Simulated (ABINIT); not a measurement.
An input for ABINIT 10.8.3 (NiO2 (P-3m1)):

```
acell 3*1.0 Angstrom
rprim 
  2.798781865034 -0.000000000008 0.000000000000
  -1.399390932510 2.423816194775 0.000000000000
  0.000000000000 0.000000000000 4.618273000000
ntypat 2
znucl 28 8
natom 3
typat 1 2 2
xred 
  0.000000000000 0.000000000000 0.500000000000
  0.666666666667 0.333333333333 0.706039000000
  0.333333333333 0.666666666667 0.293961000000
pp_dirpath "pseudos"
pseudos "Ni.upf, O.upf"
ecut 45
ngkpt 9 9 4
nshiftk 1
shiftk 0 0 0
kptopt 1
chksymbreak 0
nband 20
occopt 1
tolvrs 1e-10
nstep 60
prtwf 0
optforces 0
optstress 0
indata_prefix "in"
outdata_prefix "out"
tmpdata_prefix "tmp"
```

```sh
OMP_NUM_THREADS=1 mpirun -n 4 abinit run.abi > log
```

Q: How long will it take on 4 MPI ranks of Arm Neoverse V2, shared host, and how much memory?

It took 20 s; on shared hardware allow 10 s to 40 s. Peak host memory was 0.31 GiB.

[Paths, hosts, dates, memory and timing lines, banners, echoed tables and standing remarks are left out of the program output.]

[Logs are printed without paths, hosts, clocks, repeated set-up lines and the standing remarks that a program may print on its own settings, such as how far it seeks lower states.]

[Runs of the session that timed out or met a known fault of the program may be left out.]

[No measured gap is set beside runs whose start may be inverted or whose files or cutoffs have a known fault.]

[Hosts, paths, dates, database ids (printed as entryN), source tags and the programs' standing remarks are cut or masked in the printed files.]

[G0W0 gaps are taken among the corrected bands and points alone; a level outside them can change the order at an edge.]

[Where Ansatz stands beside ABINIT at settings called matched, ABINIT's density can come from a denser mesh and the files from another edition; pairs whose starting gaps differed by over 0.03 eV were left out, so agreement reads better than it is.]
